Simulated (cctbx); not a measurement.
## Symmetry from intensities

Cell: a = 3.9430 Å, b = 3.9780 Å, c = 7.6440 Å, α = 90.00°, β = 90.00°, γ = 90.00°. Expected content of the cell: Pr1 Ba1 Co2 O5.

Simulated single-crystal data (cctbx): synchrotron X-rays, λ = 0.6889 Å, to d = 0.6 Å, 80 % of the full sphere, strongest reflection 40000 counts, noise from counting, a 6 % proportional error and a noise floor of 15 counts (s.d.); no absorption.

Tests on the unmerged data give:

```text
1854 reflections to d = 0.600 A
centring   violations  <I/sigma> of those
    A        581 of   933      8.7
    B        557 of   904      8.8
    C        552 of   917      8.5
    I        544 of   929      8.4
    R        718 of  1211      8.5
    F        845 of  1377      8.7
Laue class    unique    Rint  (classes that these axes allow; Friedel mates merged)
P -1             1129   0.042
P 1 2/m 1         651   0.045
P 1 1 2/m         623   0.049
P 2/m 1 1         651   0.047
P m m m           383   0.050
space group    extra absences  I>4sigma  <I/sigma>
P 2 2 2                 0          0         -  acentric
P m m 2                 0          0         -  acentric
P 2 m m                 0          0         -  acentric
P m 2 m                 0          0         -  acentric
P m m m                 0          0         -  centric
Wilson B = 1.39 A^2   <|E^2-1|> = 0.866 (0.968 centric, 0.736 acentric)   E^2>4: 0.0 %
shell (A)         n   <I/sigma>
 7.64 - 1.20     61     19.4
 1.20 - 0.95     48     16.7
 0.95 - 0.83     47     20.7
 0.83 - 0.76     50     16.5
 0.76 - 0.70     42     17.2
 0.70 - 0.66     41     18.6
 0.66 - 0.63     47     14.3
 0.63 - 0.60     47     14.4
```

**Question.** What are the lattice type, the Laue class and the likely space group?

Every centring test has many violations, so the lattice is primitive.

Rint stays low (0.042 to 0.050) up to P m m m, the highest class in these axes.

5 settings pass the absence test. No glide or screw absences show, which leaves P 2 2 2, P m m 2, P 2 m m, P m 2 m and P m m m.

⟨|E²−1|⟩ = 0.866 lies between the two ideal values. The Wilson B of 1.39 Å² means U ≈ 0.0176 Å².

The true group is Pmmm (no. 47), Laue class mmm, centrosymmetric. The tables only narrow the choice to the tied entries; cell content, site symmetry and trial solutions must settle it.

This is a model crystal, built by substitution and not relaxed, with assumed displacement parameters.

[Logs are printed without paths, hosts, clocks, repeated set-up lines and the standing remarks that a program may print on its own settings, such as how far it seeks lower states.]
